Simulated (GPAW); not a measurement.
**TiSi2 (Zhiqinite): optical spectrum from first principles**

Aim: the dielectric function of TiSi2 (Zhiqinite), and the optical constants that follow from it. The cell comes from an older database entry, whose edges can differ from later determinations, mostly by under a per cent.

Calculated with GPAW 26.7.0; DFT, LDA, plane-wave PAW (GPAW data sets), scalar-relativistic, RPA, optical limit.

The database entry behind the starting cell is an old determination (1939), so it need not match the best structure at ambient conditions.

### 1. The structure

It takes space group Fddd (No. 70, orthorhombic). The conventional cell has a = 4.773 Å, b = 8.236 Å, c = 8.523 Å, α = 90.00°, β = 90.00°, γ = 90.00°. Nearest to Ti lie 10 Si at 2.54 to 2.75 Å. Si has 5 Ti at 2.54 to 2.75 Å and 5 Si at 2.54 to 2.75 Å nearest. Farther neighbours are not listed.

Coordinates:

```xyz
6
Lattice="0.0000 4.1180 4.2615 2.3865 0.0000 4.2615 2.3865 4.1180 0.0000" Properties=species:S:1:pos:R:3 pbc="T T T"
Ti    2.3865    4.1180    4.2615
Ti    3.5797    6.1770    6.3922
Si    2.3865    6.8606    4.2615
Si    2.3865    1.3754    4.2615
Si    1.1932    3.4344    2.1307
Si    1.1932    0.6836    2.1307
```

### 2. Bands for the response

The response needs many more empty bands than the density does.

This step: DFT, LDA, plane-wave PAW (GPAW data sets), scalar-relativistic, bands at fixed density (GPAW 26.7.0).

Contents of nscf.py:

```python
from ase.dft.bandgap import bandgap
from gpaw import GPAW, FermiDirac

calc = GPAW('gs.gpw').fixed_density(kpts={'size': (8, 8, 8), 'gamma': True}, nbands=65, convergence={'bands': 59},
                                    occupations=FermiDirac(0.05), txt='nscf.txt')
print('gap (eV)', bandgap(calc, output=None)[0])
print('direct gap (eV)', bandgap(calc, direct=True, output=None)[0])
print('top band over the Fermi level (eV)', min(calc.get_eigenvalues(kpt=k)[58] for k in range(len(calc.get_ibz_k_points()))) - calc.get_fermi_level())
calc.write('full.gpw', mode='all')
```

Launch:

```sh
$ OMP_NUM_THREADS=1 python nscf.py
```

Numbers of over 12 decimals in the logs are rounded to 6 here.

What it wrote:

```text
Diagonalizing LCAO Hamiltonian
Converting LCAO to pw mode
convergence criteria:
- Maximum integral of absolute [eigenst]ate change: 4e-08 eV^2 / valence electron
maximum number of iterations: 150

SCF iterations
|iter     |      energy | eigst |  dens |
|iter:   1||             | +2.91 |       |
|iter:   2||             | +1.82 |       |
|iter:   3||             | +0.60 |       |
|iter:   4||             | -0.45 |       |
|iter:   5||             | -1.36 |       |
|iter:   6||             | -2.25 |       |
|iter:   7||             | -3.12 |       |
|iter:   8||             | -4.02 |       |
|iter:   9||             | -4.87 |       |
|iter:  10||             | -5.72 |       |
|iter:  11||             | -6.53 |       |
|iter:  12||             | -7.24 |       |
|iter:  13||             | -7.70c|       |
SCF steps: 13
  __  _  _
 | _ |_)|_||  |
 |__||  | ||/\| - 26.7.0

Versions:
  Python: 3.12.14
  ASE:    3.29.0
  Numpy:  2.5.5
  Scipy:  1.18.1
  Libxc:  7.0.0

Input parameters:
  mode=PW(ecut=500.0),
  convergence={'bands': 59},
  gpts=array([32, 32, 32]),
  kpts=MonkhorstPack(size=(8, 8, 8), gamma=True),
  maxiter=150,
  nbands=65,
  occupations=Occupations(name='fermi-dirac', width=0.05, fixmagmom=False),
  parallel={},
  xc=XC(name='LDA')

--- standard output ---
gap (eV) 0.0
direct gap (eV) 0.0
top band over the Fermi level (eV) 21.247269
```

Wall time 9.7 min (1 thread of Intel Xeon at 2.50GHz (Skylake/Cascade Lake), shared host); peak memory 0.48 GiB.

### 3. Dielectric function, RPA

Local fields let the induced charge screen the field inside the cell, which as a rule lowers ε, most along directions where the density is uneven.

This step: DFT, LDA, plane-wave PAW (GPAW data sets), scalar-relativistic, RPA, optical limit (GPAW 26.7.0).

Contents of df.py:

```python
from gpaw.response.df import DielectricFunction

df = DielectricFunction('full.gpw', frequencies={'type': 'nonlinear', 'domega0': 0.03, 'omega2': 8},
                        ecut=50,
                        eta=0.15,
                        nbands=59,
                        rate=0.05,
                        txt='df.txt')
for direction in ['x', 'y', 'z']:
    df.get_dielectric_function(xc='RPA', direction=direction, filename=f'df_{direction}.csv')
```

Launch:

```sh
$ OMP_NUM_THREADS=1 python df.py
```

What it wrote:

```text
Using integrator: PointIntegrator
NonLinearFrequencyDescriptor(from 0.000 to 80.325 eV, 520 points)
Nonperiodic BCs:  [False False False]
Using integrator: PointIntegrator
NonLinearFrequencyDescriptor(from 0.000 to 80.325 eV, 520 points)
Nonperiodic BCs:  [False False False]
Using integrator: PointIntegrator

Calculating chi0 body with:
    Ground state adapter containing:
    Number of spins: 1
    Number of kpoints: 512
    Number of irreducible kpoints: 95
    Number of completely occupied states: 17
    Number of partially occupied states: 22

    Linear response parametrization:
    q_c: [0.0, 0.0, 0.0]
    Number of frequency points: 520
    Planewave cutoff: 50.0
    Number of bands: 59
    Number of planewaves: 71
    Broadening (eta): 0.15

Integrating chi0 body.

Symmetries of q_c:
    Direct symmetries (Uq -> q): 4
    Indirect symmetries (TUq -> q): 4
In total 8 allowed symmetries.

95 groups of equivalent kpoints. 81.4453125% reduction.

Integral kind: spectral function

Calculating chi0 optical extensions with:
    Ground state adapter containing:
    Number of spins: 1
    Number of kpoints: 512
    Number of irreducible kpoints: 95
    Number of completely occupied states: 17
    Number of partially occupied states: 22

    Linear response parametrization:
    Number of frequency points: 520
    Planewave cutoff: 50.0
    Number of bands: 59
    Number of planewaves: 71
    Broadening (eta): 0.15
Integrating chi0 head and wings.

Symmetries of q_c:
    Direct symmetries (Uq -> q): 4
    Indirect symmetries (TUq -> q): 4
In total 8 allowed symmetries.

95 groups of equivalent kpoints. 81.4453125% reduction.

Integral kind: spectral function wings

Calculating drude chi0 with:
    Number of frequency points:520
    Plasma frequency decay rate: 0.05 eV

    Ground state adapter containing:
    Number of spins: 1
    Number of kpoints: 512
    Number of irreducible kpoints: 95
    Number of completely occupied states: 17
    Number of partially occupied states: 22

Symmetries of q_c:
    Direct symmetries (Uq -> q): 4
    Indirect symmetries (TUq -> q): 4
In total 8 allowed symmetries.

95 groups of equivalent kpoints. 81.4453125% reduction.

Integral kind: intraband
Plasma frequency:
[[4.98+0.j 0.  -0.j 0.  +0.j]
 [0.  -0.j 5.06+0.j 0.  +0.j]
 [0.  +0.j 0.  +0.j 3.56+0.j]]
```

It took 3.8 min on 1 thread; peak memory 0.41 GiB.

Some rows of df_x.csv (energy; Re and Im without local fields; Re and Im with them):

```text
0.000000, 9985.870364, 0.000000, 9985.794790, 0.000000
0.460735, -85.924401, 40.633528, -86.033792, 40.637427
0.943989, -1.397788, 16.122469, -1.512665, 16.019286
1.451455, 8.192545, 19.577747, 8.246225, 19.476832
1.984998, 7.911642, 18.717801, 8.023101, 18.808590
2.546682, 11.439522, 15.753302, 11.252624, 15.738423
3.138794, 6.317736, 20.785419, 6.377159, 20.669370
3.763875, 6.512755, 18.291112, 6.536751, 18.220353
4.424758, 2.878025, 20.560656, 3.178011, 20.636362
5.124608, -3.576127, 20.845376, -3.771171, 21.136292
5.866977, -9.657834, 15.267892, -9.854929, 14.992717
6.655862, -9.354323, 7.664047, -9.300377, 7.530376
7.495775, -7.682644, 4.869158, -7.572536, 4.841016
8.391833, -5.638622, 2.606851, -5.537467, 2.619668
9.349861, -4.322710, 1.717060, -4.225242, 1.809354
10.376517, -3.121283, 1.000377, -3.111489, 1.069717
11.479449, -2.250929, 0.616259, -2.260986, 0.696088
12.667487, -1.566308, 0.398464, -1.594549, 0.457903
13.950874, -1.031696, 0.269444, -1.060277, 0.322001
```

The Im ε has structure finer than the step of the table below, so its rows give means over 0.5 eV, whole bins alone (the curve runs from 0.305 to 14.0 eV). Peaks (eV: height): E ∥ x 1.35: 20.2, 3.02: 21.6, 5.03: 21.4; E ∥ y 1.28: 22.6, 2.24: 21.5, 4.89: 22.5; E ∥ z 3.34: 24.2.

Sum at mesh points, not converged in k. The Im ε by photon energy; means over each step:

```tsv
photon energy (eV)	E ∥ x	E ∥ y	E ∥ z
1.0	17.3	21.8	23.0
1.5	19.4	19.5	20.8
2.0	18.2	19.8	18.4
2.5	16.1	18.6	16.8
3.0	20.5	15.8	19.5
3.5	18.1	14.4	23.7
4.0	19.3	16.1	22.4
4.5	20.5	18.9	21.3
5.0	21.0	20.9	18.4
5.5	18.5	17.8	15.1
6.0	13.5	14.0	12.1
6.5	8.79	9.11	9.28
7.0	6.41	6.23	6.43
7.5	4.79	4.41	4.17
8.0	3.32	3.45	3.27
8.5	2.54	2.60	2.36
9.0	2.10	2.04	1.90
9.5	1.67	1.62	1.59
10.0	1.27	1.31	1.28
10.5	1.02	1.15	1.12
11.0	0.844	1.01	0.982
11.5	0.697	0.855	0.833
12.0	0.570	0.649	0.676
12.5	0.489	0.573	0.585
13.0	0.412	0.502	0.492
13.5	0.348	0.440	0.441
```

Values under 1 per cm are given as 1; sum at mesh points, not converged in k. The absorption coefficient by photon energy:

```tsv
photon energy (eV)	E ∥ x (1/cm)	E ∥ y (1/cm)	E ∥ z (1/cm)
0.492	4.4e5	4.3e5	2.3e5
1.010	2.7e5	3.4e5	2.5e5
1.486	3.8e5	4.1e5	3.5e5
1.985	5.0e5	5.1e5	4.7e5
2.508	5.1e5	6.9e5	5.4e5
3.018	8.3e5	7.5e5	7.0e5
3.510	9.2e5	7.9e5	1.1e6
3.980	1.1e6	9.4e5	1.3e6
4.516	1.4e6	1.2e6	1.6e6
4.981	1.7e6	1.7e6	1.8e6
5.515	2.0e6	2.0e6	1.9e6
6.021	2.3e6	2.2e6	2.1e6
6.494	2.2e6	2.2e6	2.2e6
6.985	2.2e6	2.1e6	2.2e6
7.496	2.2e6	2.1e6	2.1e6
8.026	2.1e6	2.1e6	2.0e6
8.516	2.0e6	2.0e6	2.0e6
9.023	2.0e6	2.0e6	1.9e6
9.483	2.0e6	1.9e6	1.9e6
10.026	1.9e6	1.8e6	1.8e6
10.519	1.9e6	1.8e6	1.8e6
11.029	1.8e6	1.8e6	1.7e6
11.479	1.8e6	1.7e6	1.7e6
12.023	1.7e6	1.7e6	1.7e6
12.504	1.7e6	1.6e6	1.6e6
13.000	1.6e6	1.6e6	1.6e6
13.512	1.5e6	1.5e6	1.5e6
```

Sum at mesh points, not converged in k. Reflectivity at normal incidence against photon energy; read off at these points:

```tsv
photon energy (eV)	E ∥ x (%)	E ∥ y (%)	E ∥ z (%)
0.500	90.3	88.3	65.7
0.750	74.1	73.9	51.7
1.000	48.1	56.8	50.3
1.250	48.8	52.7	51.2
1.500	48.1	49.1	48.5
1.750	48.0	47.2	49.0
2.000	47.8	48.7	47.4
2.250	44.9	51.1	45.4
2.500	44.1	49.2	45.9
2.750	47.3	46.6	45.7
3.000	50.4	46.2	48.2
3.058	50.6	46.2	48.7
3.250	49.7	45.2	51.0
3.500	48.0	43.2	52.6
3.750	47.6	43.3	53.2
4.000	49.6	45.6	54.2
4.250	50.4	47.3	54.0
4.500	52.7	48.9	56.6
4.750	53.9	52.4	57.1
5.000	56.3	56.9	58.9
5.250	59.1	57.2	59.1
5.500	60.8	58.8	60.2
5.750	64.1	62.0	61.3
6.000	66.3	63.6	63.0
6.250	68.0	66.9	63.6
6.500	69.7	68.8	66.3
6.750	69.3	69.8	67.6
7.000	68.8	68.9	70.0
7.250	69.6	70.7	72.3
7.500	71.2	70.8	72.0
7.750	72.9	70.2	71.2
8.000	73.2	70.7	71.7
8.250	73.7	72.2	73.1
8.500	73.2	71.4	73.6
8.750	72.5	71.6	73.2
9.000	73.0	72.4	72.5
9.250	72.8	72.2	72.3
9.500	73.8	72.6	71.5
9.750	75.0	72.8	72.1
10.000	75.4	72.8	73.1
10.250	75.6	71.4	70.9
10.500	75.5	70.9	71.4
10.750	76.1	70.8	71.2
11.000	75.4	69.9	69.8
11.250	75.5	70.4	70.3
11.500	76.0	70.5	70.6
11.750	76.4	72.1	71.3
11.866	76.7	73.5	72.2
11.944	76.6	73.7	72.2
12.000	76.4	73.7	72.0
12.250	76.1	72.8	71.1
12.500	76.0	71.2	71.1
12.750	76.1	71.0	71.2
13.000	76.3	71.2	71.8
13.250	76.1	71.4	70.5
13.500	76.3	70.2	70.1
13.750	75.0	69.0	69.9
```

Sum at mesh points, not converged in k. Im ε, E ∥ x against photon energy; read off at these points:

```tsv
photon energy (eV)	without local fields	with local fields
0.50	34.3	34.3
1.00	16.1	15.9
1.35	20.3	20.2
1.50	19.2	19.1
2.00	18.6	18.7
2.50	15.4	15.4
3.00	21.7	21.5
3.50	17.8	17.8
4.00	19.6	19.4
4.50	20.7	20.9
5.00	21.0	21.3
5.50	18.6	18.6
6.00	13.9	13.6
6.50	8.82	8.67
7.00	6.53	6.40
7.50	4.85	4.82
8.00	3.34	3.32
8.50	2.50	2.51
9.00	2.02	2.06
9.50	1.57	1.68
10.00	1.18	1.27
10.50	0.956	1.02
11.00	0.773	0.845
11.50	0.613	0.693
12.00	0.504	0.567
12.50	0.428	0.491
13.00	0.357	0.410
13.50	0.297	0.342
```

Sum at mesh points, not converged in k. Table of loss function −Im 1/ε at q → 0 by energy loss; read off at these points:

```tsv
energy loss (eV)	E ∥ x	E ∥ y	E ∥ z
0.5	0.00569	0.00681	0.0315
1.0	0.0617	0.0510	0.0318
1.5	0.0436	0.0507	0.0361
2.0	0.0454	0.0425	0.0412
2.5	0.0436	0.0524	0.0402
3.0	0.0398	0.0567	0.0355
3.5	0.0524	0.0625	0.0382
4.0	0.0481	0.0533	0.0435
4.5	0.0474	0.0502	0.0465
5.0	0.0465	0.0465	0.0498
5.5	0.0472	0.0510	0.0537
6.0	0.0464	0.0508	0.0564
6.5	0.0494	0.0512	0.0562
7.0	0.0594	0.0600	0.0556
7.5	0.0599	0.0645	0.0624
8.0	0.0638	0.0717	0.0704
8.5	0.0731	0.0797	0.0738
9.0	0.0819	0.0851	0.0880
9.5	0.0865	0.0950	0.102
10.0	0.0904	0.107	0.107
10.5	0.101	0.129	0.127
11.0	0.115	0.148	0.151
11.5	0.125	0.160	0.163
12.0	0.139	0.159	0.174
12.5	0.161	0.202	0.204
13.0	0.181	0.227	0.225
13.5	0.211	0.277	0.275
```

Optical constants at common wavelengths, from n + ik = √ε:

```tsv
wavelength (nm)	n x	k x	R (%) x	1/α x	n y	k y	R (%) y	1/α y
1550	2.12	4.133	68.3	30 nm	2.72	5.022	72.1	25 nm
800	3.87	2.450	47.9	26 nm	3.48	2.583	48.0	25 nm
633	3.80	2.496	48.1	20 nm	3.89	2.514	48.5	20 nm
450	4.12	2.258	47.4	16 nm	3.23	2.505	46.5	14 nm
405	3.89	2.753	50.6	12 nm	3.25	2.468	46.2	13 nm
365	3.49	2.685	49.0	11 nm	3.12	2.290	43.8	13 nm
193	1.35	3.467	69.2	4.4 nm	1.37	3.459	68.8	4.4 nm
```

A polished face would reflect 47 % of daylight and look light grey (CIE x = 0.315, y = 0.330 under D65).

### 4. Outcome

In words: At this level (LDA, RPA) TiSi2 is a metal. The mesh is too coarse to trust the carriers' weight, the reflectivity or the colour to better than tens of per cent. A polished face would reflect 47 % of daylight and look light grey (CIE x = 0.315, y = 0.330 under D65). The carriers' damping of 0.05 eV is typed, not computed; it shapes the response at the lowest energies. In this version of GPAW the matrix elements of the optical limit are incomplete, which can lower ε − 1 by up to a tenth where first-row anions or d states rule, and shift it by more in d metals. GPAW's carrier term has the form −ωp²/(ω + i·rate)², which damps like twice the rate and fails at low energy, so the curves leave the lowest energies out. The sum runs over mesh points 0.21 Å⁻¹ apart with no interpolation, so peaks are partly noise of the mesh, and the Drude plasma energy, a sum over the Fermi surface, isn't converged.

[Machine, clock and banner lines and Python warnings are left out of the logs.]

[Logs are printed without paths, hosts, clocks, repeated set-up lines and the standing remarks that a program may print on its own settings, such as how far it seeks lower states.]

[Hosts, paths, dates, database ids (printed as entryN), source tags and the programs' standing remarks are cut or masked in the printed files.]
